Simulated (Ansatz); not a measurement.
# Pt3PbC (Pm-3m): phonons and vibrational spectra, part 2 of 2

Aim: the vibrations of Pt3PbC (Pm-3m), their spectra, and whether the structure is stable.

Ansatz 0.2.0; DFT PBEsol, scalar-relativistic, plane waves, PAW; PAW set soft_1.

So far. Step 3 (Relaxing to small forces for the phonons): The forces vanish by symmetry and the pressure is 0.000 GPa, within the tolerances set. The cell now holds 15.69 Å³/atom. The relaxed cell has a = 4.281 Å (conventional setting).

## (4) Linear response at the zone centre

The zone centre comes first: it holds the modes that light can see, as far as symmetry allows. No field response is asked, since the mesh shows no gap.

input.yaml reads:

```yaml
crystal:
  lattice:
    - [4.2811329647, 0.0, 0.0]
    - [0.0, 4.2811329647, 0.0]
    - [0.0, 0.0, 4.2811329647]
  atoms:
    - { symbol: Pt, position: [0.0, 0.5, 0.5] }
    - { symbol: Pt, position: [0.5, 0.5, 0.0] }
    - { symbol: Pt, position: [0.5, 0.0, 0.5] }
    - { symbol: Pb, position: [0.0, 0.0, 0.0] }
    - { symbol: C, position: [0.5, 0.5, 0.5] }
kpoints:
  mp_grid: { grid: [8, 8, 8] }
hamiltonian:
  xc: pbesol
  pseudopotentials: { kind: paw, azcp: { folder: soft_1 }, xc_functional: pbe }
scf:
  occupations: { method: methfessel_paxton, width: 0.2 }
output:
  eigenvalues: true
phonons:
  method: dfpt
```

On the command line:

```bash
$ ansatz run input.yaml --threads 4 --pin off --max-ram 10240MiB --backend cpu --events-out ev --progress --plain --runs-dir out
```

Numbers of over 12 decimals in the logs are rounded to 6 here.

Log:

```text
zone centre: on kpoints.mp_grid the ground state, and the responses unless they are solved on pairs of k-points, stand on 125 of the mesh's 512 k-points, reduced under 8 symmetry operations, with k and −k counted as one. Each operation leaves every solved displacement unchanged or reverses it
[...]
Crystal: 5 atoms, lattice volume = 78.465 Å³
Basis set: ecut = 420 eV, 1551 PW (Γ), exchange–correlation on 60×60×60 points (8 copies of the dense FFT grid, shifted against one another)
Bands: 44, of which v1, the nominal top of the filled ones, is band 36 counted from 1 (35 counted from 0)
Symmetry: 48 space group operations
k-points: 125 of 512 (irreducible under 8 space group operations)
[...]
SCF iter   1: F=—  HF=-49159.534519 eV  |F-HF|=—  |Δ(HF+E_count)|=         —  Δρ=8.06e-2  dr2=5.84e0  ethr=3.10e-3  ⟨swp⟩=6.4  Hψ=19986  notcnv=0
[...]
SCF iter  10: F=-49158.072872 eV  HF=-49158.072872 eV  |F-HF|=0.00e0  |Δ(HF+E_count)|=    0.00e0  S|Δr|=    0.00e0  Δρ=1.07e-7  dr2=6.25e-12  ethr=1.00e-12  ⟨swp⟩=11.2  Hψ=31193  notcnv=0
SCF 1 converged in 10 iterations: F = -49158.072872 eV  dr2 = 6.25e-12
[...]
DFPT response loops at Γ: preconditioner auto → Kerker (q_TF=auto, 2.689 Å⁻¹) (partly filled bands, converged f_vac=0.000); β = 1.00, the filter's whole step (`scf.mixing.beta` (0.50) is not read by the response loops under this deck's `scf.mixing.preconditioner`; to damp them name `kerker` or `kerker_dos`, under which they read `scf.mixing.beta`, and type it under 1.00, their step now; both keys bind the ground state too); Broyden in place of MSR1
SCF converged after 10 iterations
[...]
Free energy (F): -49158.072872 eV
[...]
Internal energy: -49158.071456 eV  (E = F + TS)
E sigma→0 (E₀):  -49158.072518 eV
Entropy (-TS):   -0.001415 eV (-0.283 meV/atom)
Fermi energy:    18.472221 eV
[...]
--- Band table (eV; the first three rows and the last of 125) ---
  k-point 0: bands = [... 32 lower, 17.9249, 17.9249, 17.9249, 17.9369, 18.8545, 19.7208, 19.7208, 19.7208, ... 4 higher]
  k-point 1: bands = [... 32 lower, 17.8185, 17.9252, 18.0139, 18.0139, 18.3375, 20.0178, 20.0178, 20.5436, ... 4 higher]
  k-point 2: bands = [... 32 lower, 17.4769, 17.9259, 18.2393, 18.2393, 18.3465, 20.7651, 20.7651, 21.1015, ... 4 higher]
  k-point 124: bands = [... 32 lower, 16.7808, 17.7595, 17.7595, 17.7595, 17.9209, 19.7407, 19.7407, 19.7407, ... 4 higher]
--- Phonons (Γ-DFPT): 4 representative perturbations + reference, on 125 of 512 k-points (Σ response iterations 14) ---
  k mesh reduced under 8 symmetry operations, with k and −k counted as one. Each operation leaves every solved displacement unchanged or reverses it
  ASR residual: 9.701e-5 → 0.000e0 eV/Å²; symmetrization residual: 3.588e-6 eV/Å²
  ASR residual per site (eV/Å²): 9.70e-5 9.70e-5 9.70e-5 3.00e-5 1.15e-5
  Γ frequencies (cm⁻¹): -122.01 -122.01 -122.01 0.00 0.00 0.00 44.28 44.28 44.28 87.16 87.16 87.16 225.05 225.05 225.05
  non-analytic LO–TO correction: not included (Born effective charges unavailable; polar crystals: no LO–TO splitting at Γ)
```

Wall time 49 s (4 threads of Arm Neoverse V2, shared host); peak memory 1.4 GiB.

In the SCF lines HF is the Harris–Foulkes energy and dr2 the Hartree energy of the density residual, in eV; the loop may stop once dr2 is under the threshold and the program's other checks hold. Hψ counts applications of the Hamiltonian.

Numbers from this step:

* sum-rule residual before enforcement: 9.70e-5 eV/Å²
* point group: m-3m
* highest optical mode at the zone centre (no LO-TO term): 225.1 cm⁻¹
* lowest optical zone-centre mode: -122.0 cm⁻¹

Patterns of degenerate modes are one choice out of their space. Modes at Γ, with each element's share of the kinetic energy (negative means imaginary):

```
mode  frequency (cm⁻¹)  symmetry  Pt %  Pb %  C %
   1            -122.0       T1u    62     0   38
   2            -122.0       T1u    62     0   38
   3            -122.0       T1u    62     0   38
   4               0.0  acoustic    73    26    1
   5               0.0  acoustic    73    26    1
   6               0.0  acoustic    73    26    1
   7              44.3       T2u   100     0    0
   8              44.3       T2u   100     0    0
   9              44.3       T2u   100     0    0
  10              87.2       T1u    27    73    0
  11              87.2       T1u    27    73    0
  12              87.2       T1u    27    73    0
  13             225.1       T1u    39     1   60
  14             225.1       T1u    39     1   60
  15             225.1       T1u    39     1   60
```

Displacements in mode 3 (-122.0 cm⁻¹), the largest set to 1:
```
Pt1  0.00 -0.07 -0.14
Pt2  0.00 -0.07  0.24
Pt3  0.00  0.11 -0.14
Pb4  0.00 -0.01 -0.01
C5   0.00  0.47  1.00
```

Displacements in mode 15 (225.1 cm⁻¹), the largest set to 1:
```
Pt1  0.00  0.01  0.07
Pt2  0.00  0.01 -0.17
Pt3  0.00 -0.03  0.07
Pb4  0.00 -0.01 -0.04
C5   0.00  0.20  1.00
```

Before it was imposed, the acoustic sum rule was missed by 9.7e-5 eV/Å². Small misses are needed for a sound result but don't prove that mesh and cutoff are converged. The lowest optical mode is imaginary, 122.0i cm⁻¹, so the energy falls along it.

## (5) Phonons on a q mesh

Stability and thermal properties need the whole zone. Linear response on a 4×4×4 q mesh gives force constants as far as a supercell of that size would.

Changes to input.yaml since step 4:

```diff
@@ -22 +22,8 @@
   method: dfpt
+  qmesh: [4, 4, 4]
+  temperatures: { t_max: 1000, t_step: 50 }
+  qpath:
+    path:
+      - [[0.0, 0.0, 0.0], [0.0, 0.5, 0.0], [0.5, 0.5, 0.0], [0.0, 0.0, 0.0], [0.5, 0.5, 0.5], [0.0, 0.5, 0.0]]
+      - [[0.5, 0.5, 0.5], [0.5, 0.5, 0.0]]
+    npoints: 10
```

Log:

```text
[...]
Crystal: 5 atoms, lattice volume = 78.465 Å³
Basis set: ecut = 420 eV, 1551 PW (Γ), exchange–correlation on 60×60×60 points (8 copies of the dense FFT grid, shifted against one another)
Bands: 44, of which v1, the nominal top of the filled ones, is band 36 counted from 1 (35 counted from 0)
Symmetry: 48 space group operations
k-points: 35 of 512
[...]
SCF iter   1: F=—  HF=-49159.534338 eV  |F-HF|=—  |Δ(HF+E_count)|=         —  Δρ=8.06e-2  dr2=5.84e0  ethr=3.10e-3  ⟨swp⟩=6.5  Hψ=5654  notcnv=0
[...]
SCF iter  10: F=-49158.072872 eV  HF=-49158.072872 eV  |F-HF|=7.28e-12  |Δ(HF+E_count)|=  7.28e-12  S|Δr|=    0.00e0  Δρ=1.08e-7  dr2=6.37e-12  ethr=1.00e-12  ⟨swp⟩=11.1  Hψ=8682  notcnv=0
SCF 1 converged in 10 iterations: F = -49158.072872 eV  dr2 = 6.37e-12
[...]
SCF iter   4: F=-49158.072872 eV  HF=-49158.072872 eV  |F-HF|=7.28e-12  |Δ(HF+E_count)|=    0.00e0  S|Δr|=    0.00e0  Δρ=2.32e-8  dr2=3.35e-13  ethr=1.00e-12  ⟨swp⟩=3.2  Hψ=4282  notcnv=0
SCF 2 converged in 4 iterations: F = -49158.072872 eV  dr2 = 3.35e-13
[...]
phonons: the bands overlap, so this run is a metal and interpolates without the dipole-dipole term. If the crystal is really an insulator or semiconductor, its LO-TO splitting is missing
NSCF: frozen V_eff on 35 k-points
WARN: eigensolver did not converge (k=27): 1 band(s) unlocked after 20 sweeps at ethr=1.93e-12 eV (storage-precision floor; scheduled 1.00e-12 eV) (lowest unlocked band 43, counted from 0; max residual 3.91e-6 eV among the unlocked bands, 3.91e-6 eV over every band; other slots of this pass that fall short are told together in one closing line; warning suppressed until the next SCF loop or pass starts)
[...]
DFPT response loops at q = (0, 0, 0) (fractional): preconditioner auto → Kerker (q_TF=auto, 2.689 Å⁻¹) (partly filled bands, converged f_vac=0.000); β = 1.00, the filter's whole step (`scf.mixing.beta` (0.50) is not read by the response loops under this deck's `scf.mixing.preconditioner`; to damp them name `kerker` or `kerker_dos`, under which they read `scf.mixing.beta`, and type it under 1.00, their step now; both keys bind the ground state too); Broyden in place of MSR1
[...]
SCF converged after 10 iterations
[...]
Free energy (F): -49158.072872 eV
[...]
Internal energy: -49158.071456 eV  (E = F + TS)
E sigma→0 (E₀):  -49158.072518 eV
Entropy (-TS):   -0.001415 eV (-0.283 meV/atom)
Fermi energy:    18.472221 eV
[...]
--- Band table (eV; the first three rows and the last of 35) ---
  k-point 0: bands = [... 32 lower, 17.9249, 17.9249, 17.9249, 17.9369, 18.8545, 19.7208, 19.7208, 19.7208, ... 4 higher]
  k-point 1: bands = [... 32 lower, 17.8185, 17.9252, 18.0139, 18.0139, 18.3375, 20.0178, 20.0178, 20.5436, ... 4 higher]
  k-point 2: bands = [... 32 lower, 17.4769, 17.9259, 18.2393, 18.2393, 18.3465, 20.7651, 20.7651, 21.1015, ... 4 higher]
  k-point 34: bands = [... 32 lower, 16.7808, 17.7595, 17.7595, 17.7595, 17.9209, 19.7407, 19.7407, 19.7407, ... 4 higher]
--- Phonons (Γ-DFPT): 4 representative perturbations + reference (Σ response iterations 14) ---
  ASR residual: 9.721e-5 → 0.000e0 eV/Å²; symmetrization residual: 3.984e-6 eV/Å²
  ASR residual per site (eV/Å²): 9.72e-5 9.72e-5 9.72e-5 3.84e-5 1.19e-5
[...]
--- Phonons (arbitrary-q DFPT): 10 irreducible q on the 4×4×4 mesh ---
  q = [0.0000, 0.0000, 0.0000] (star 1, of the zone-centre solve; hermiticity 1.13e-6, symmetrization 1.17e-11): -122.01 -122.01 -122.01 -0.00 -0.00 0.00 44.28 44.28 44.28 87.16 87.16 87.16 225.05 225.05 225.05
  q = [0.0000, 0.0000, 0.2500] (star 6, 9 solved perturbations in 1560 linear systems a pass and spin channel, the states on 200 of 512 k-point pairs; hermiticity 1.10e-6, symmetrization 2.17e-12): -126.10 -126.10 -36.82 -36.82 -31.94 -31.03 36.79 36.79 77.78 86.31 86.31 93.54 218.52 218.52 419.00
[...]
q = [0.0000, 0.2500, -0.5000] (star 12, 15 solved perturbations on 200 of 512 k-point pairs; hermiticity 6.53e-7, symmetrization 1.23e-13): -95.14 -89.36 -70.48 -58.34 -43.35 21.12 21.89 52.27 84.19 90.54 95.03 116.15 208.95 413.47 520.51
[...]
sum rule: each row above includes the acoustic sum rule's correction from the zone centre's row sums; it moved no ω² by more than (0.52 cm⁻¹)²
  mesh force constants: q→R imaginary residual 2.03e-18; ASR residual 9.721e-5 → 0.000e0 eV/Å²; symmetrization residual 6.217e-15 eV/Å²
  interpolated dispersion: 62 rows × 15 modes
  density of states and harmonic sums: on the 16×16×16 q-mesh, interpolated from the force constants of a 4×4×4 supercell (no non-analytic term)
  largest difference from the sums on the solved wave vectors: F 3.63e-2 eV, S 4.54e-5 and C_V 9.55e-6 eV/K
  zero-point energy: 0.103716 eV/cell   skipped modes (ω ≤ 0): 828, of them read as no rigid motion or as one in doubt: 825 (5.081e0 modes/cell left out, lowest -127.33 cm⁻¹)   left out of the sums: 3.39e-1 of the cell's modes: C_V's classical limit lies that fraction below 3 k_B per atom; for a crystal, a wire or a layer, F and S can be off by more, and a phonons.interpolated_qmesh denser along its periods is the remedy for the sampling
```

Run time: 21 min. Hardware: 4 threads; peak memory 3.7 GiB; 82 min of CPU time.

This step gave:

* sum-rule residual before enforcement: 9.72e-5 eV/Å²
* lowest frequency on the path: -127.4 cm⁻¹
* highest frequency on the path or at a solved wavevector: 539.5 cm⁻¹
* lowest mode on the q mesh (acoustic modes at Γ apart): -126.1 cm⁻¹

Frequencies (cm⁻¹) solved at each irreducible wavevector; negative means imaginary. Frequencies by wavevector, by row:

```
q in reciprocal lattice units  star  mode 1  mode 2  mode 3  mode 4  mode 13  mode 14  mode 15
                        0 0 0     1    -122    -122    -122       0    225.1    225.1    225.1
                     0 0 0.25     6  -126.1  -126.1   -36.8   -36.8    218.5    218.5      419
                     0 0 -0.5     3     -93     -93   -77.2   -77.2    212.8    212.8      520
                  0 0.25 0.25    12  -118.5   -70.9   -52.3   -31.7    215.1    406.6    422.9
                  0 0.25 -0.5    12   -95.1   -89.4   -70.5   -58.3    208.9    413.5    520.5
                  0 -0.5 -0.5     3  -100.6   -64.6   -63.4   -63.4    190.1    522.5    522.5
               0.25 0.25 0.25     8   -65.8   -65.8   -64.4   -39.1    397.9    421.8    421.8
               0.25 0.25 -0.5    12   -72.8   -64.2   -56.8     -26    407.9    421.8    520.5
               0.25 -0.5 -0.5     6   -68.6   -63.2   -63.2     -20    413.7    527.1    527.1
               -0.5 -0.5 -0.5     1   -68.8   -68.8   -68.8    22.2    539.5    539.5    539.5
```

Interpolated from a 4×4×4 q mesh. The phonon branches at the labelled points (cm⁻¹):

```
    point  branch 1  branch 2  branch 3  branch 4  branch 12  branch 13  branch 14  branch 15
        Γ      -122      -122      -122         0         87        225        225        225
  halfway      -126      -126       -37       -37         94        218        218        419
        X       -93       -93       -77       -77        104        213        213        520
  halfway       -95       -89       -70       -58        116        209        414        520
        M      -101       -65       -63       -63        123        190        522        522
  halfway      -118       -71       -52       -32        102        215        407        423
        Γ      -122      -122      -122         0         87        225        225        225
  halfway       -66       -66       -64       -39        118        398        422        422
        R       -69       -69       -69        22        158        540        540        540
  halfway       -73       -64       -57       -26        133        408        422        520
        X       -93       -93       -77       -77        104        213        213        520
jump to R       -69       -69       -69        22        158        540        540        540
  halfway       -69       -63       -63       -20        146        414        527        527
        M      -101       -65       -63       -63        123        190        522        522
```

Tetrahedra on a 16×16×16 mesh, mean over bins of 10 cm-1. Interpolated from a 4×4×4 q mesh. Phonon density of states against wavenumber; read off at these points:

wavenumber (cm⁻¹), phonon density of states (1/cm⁻¹/cell) and a bar:
```
     -125      0.004 #
      -95      0.024 #####
      -65      0.104 ####################
      -25      0.030 ######
        5      0.019 ####
       35      0.065 ############
       45      0.094 ##################
       65      0.003 #
       95      0.158 ##############################
      135      0.011 ##
      165      0.000 
      195      0.000 
      225      0.017 ###
      255      0.007 #
      285      0.008 #
      325      0.005 #
      355      0.007 #
      385      0.006 #
      415      0.008 #
      445      0.007 #
      485      0.011 ##
      515      0.034 #######
      545      0.000
```

The partial phonon density of states has structure finer than the step of the table below, so its rows give means over 25 cm⁻¹, whole bins alone (the curve runs from -137 to 562 cm⁻¹). Peaks (cm⁻¹: height): C -101.7: 0.00423, 241.1: 0.0207, 315.9: 0.0256, 395.0: 0.0264, 460.9: 0.03, 500.5: 0.0309, 518.1: 0.0300; Pb 91.7: 0.134; Pt -62.2: 0.0890, 47.7: 0.0986, 91.7: 0.0281.

Phonopy on the run's constants, 13x13x13 mesh, Gaussian sigma 5.0 cm-1. Interpolated from a 4×4×4 q mesh. Partial phonon density of states against wavenumber; means over each step; values in 1/cm⁻¹/cell:

```
wavenumber (cm⁻¹)        C       Pb       Pt
             -100  0.00315   3.2e-4   0.0174
              -75  0.00145  0.00445   0.0568
              -50   7.3e-4  0.00484   0.0642
              -25   5.4e-4  0.00181   0.0346
                0   1.9e-4  0.00111   0.0145
               25   4.5e-4  0.00133   0.0389
               50   8.0e-4   9.2e-4   0.0669
               75   1.9e-4   0.0342   0.0111
              100   3.2e-4   0.0692   0.0214
              125   1.3e-4  0.00166   0.0162
              150   2.1e-5   4.0e-5  0.00554
              175   5.1e-5        0   1.2e-4
              200  0.00270   6.5e-6  0.00120
              225  0.00720   3.7e-5  0.00271
              250   0.0106   4.7e-5  0.00308
              275   2.7e-5        0   8.8e-6
              300  0.00569   1.0e-5   4.6e-4
              325   0.0113   1.9e-5   9.5e-4
              350   1.9e-5        0   1.4e-6
              375  0.00195   1.7e-6   6.1e-5
              400   0.0158   1.6e-5   4.5e-4
              425   2.2e-4        0   6.6e-6
              450   0.0109   8.3e-6   1.3e-4
              475  0.00749   5.8e-6   8.3e-5
              500   0.0189   1.1e-5   9.7e-5
              525   0.0173   1.0e-5   4.5e-5
```

Symmetry leaves 10 wavevectors to solve. The lowest mode among them, the acoustic zeros apart, lies at q = (0, 0, 0.25) and is imaginary, 126.1i cm⁻¹, so the energy falls along it.

## (6) Isotope substitution, element C, natural mass 12.011 amu

An isotope changes the mass and not the force constants, so no new electronic calculation is needed; the shifts show which modes move this element.

The same force constants with the mass of C changed from 12.011 to 13.003 u (phonopy, no LO-TO term). Both lists are sorted by frequency; levels can cross, so a row need not hold one and the same mode. Modes under 3 cm⁻¹ are left out. Isotope shifts, by row, the first 40 of 57 rows:

```
       q  rank  natural mass (cm⁻¹)  changed mass (cm⁻¹)
   0 0 0     1                 -122               -120.2
   0 0 0     2                 -122               -120.2
   0 0 0     3                 -122               -120.2
   0 0 0     7                44.28                44.28
   0 0 0     8                44.28                44.28
   0 0 0     9                44.28                44.28
   0 0 0    10                87.16                87.15
   0 0 0    11                87.16                87.15
   0 0 0    12                87.16                87.15
   0 0 0    13                225.1                219.8
   0 0 0    14                225.1                219.8
   0 0 0    15                225.1                219.8
0 0 0.25     1               -126.1               -124.4
0 0 0.25     2               -126.1               -124.4
0 0 0.25     3               -36.82               -36.78
0 0 0.25     4               -36.82               -36.78
0 0 0.25     5               -31.94               -31.93
0 0 0.25     6               -31.03               -31.03
0 0 0.25     7                36.79                36.78
0 0 0.25     8                36.79                36.78
0 0 0.25     9                77.78                77.74
0 0 0.25    10                86.31                86.31
0 0 0.25    11                86.31                86.31
0 0 0.25    12                93.54                93.52
0 0 0.25    13                218.5                213.2
0 0 0.25    14                218.5                213.2
0 0 0.25    15                  419                403.2
0 0 -0.5     1               -93.01               -91.81
0 0 -0.5     2               -93.01               -91.81
0 0 -0.5     3               -77.15               -77.15
0 0 -0.5     4               -77.15               -77.15
0 0 -0.5     5                -46.6                -46.6
0 0 -0.5     6                21.03                21.03
0 0 -0.5     7                46.15                46.13
0 0 -0.5     8                46.15                46.13
0 0 -0.5     9                84.73                84.73
0 0 -0.5    10                 85.3                 85.3
0 0 -0.5    11                 85.3                 85.3
0 0 -0.5    12                  104                  104
0 0 -0.5    13                212.8                207.3
```

A mode of this element alone would shift by -3.89 %. The highest zone-centre frequency without the field goes from 225.1 to 219.8 cm⁻¹ (-2.3 %).

## (7) Another isotope, element Pb, natural mass 207.2 amu

The same for Pb, from 207.20 to 203.97 u.

A mode of this element alone would shift by +0.79 %. The highest zone-centre frequency without the field goes from 225.1 to 225.1 cm⁻¹ (+0.0 %).

## (8) Outcome

| Item | Value |
| --- | --- |
| space group after relaxation (within 0.01 Å) | Pm-3m |
| volume per atom | 15.7 Å³ |
| electronic character | no gap on this mesh |
| highest optical mode at the zone centre (no LO-TO term) | 225 cm⁻¹ |
| lowest optical zone-centre mode | -122 cm⁻¹ |
| lowest mode on the q mesh (acoustic modes at Γ apart) | -126 cm⁻¹ |
| highest frequency on the path or at a solved wavevector | 540 cm⁻¹ |
| imaginary modes on the 4×4×4 q mesh | yes |

In words: Modes are clearly imaginary (beyond 10i cm⁻¹) at 10 of the 10 irreducible wavevectors, most at q = (0, 0, 0.25) (126.1i cm⁻¹), so this structure is not a minimum of the energy. The optical modes at Γ span -122 to 225 cm⁻¹ (negative means imaginary). With no gap, or one that is small against the smearing, the frequencies hang on the k mesh and the smearing, most of all near Kohn anomalies. Spin-orbit coupling is left out, which can matter for the heavy elements here. The PAW files were made for PBE and serve the other functionals too. A phonon run warned that its eigensolver left some bands unconverged in a pass. These are harmonic frequencies at zero temperature: anharmonic shifts, linewidths and thermal expansion are left out.

[Logs are printed without paths, hosts, clocks, repeated set-up lines and the standing remarks that a program may print on its own settings, such as how far it seeks lower states.]

[Hosts, paths, dates, database ids (printed as entryN), source tags and the programs' standing remarks are cut or masked in the printed files.]
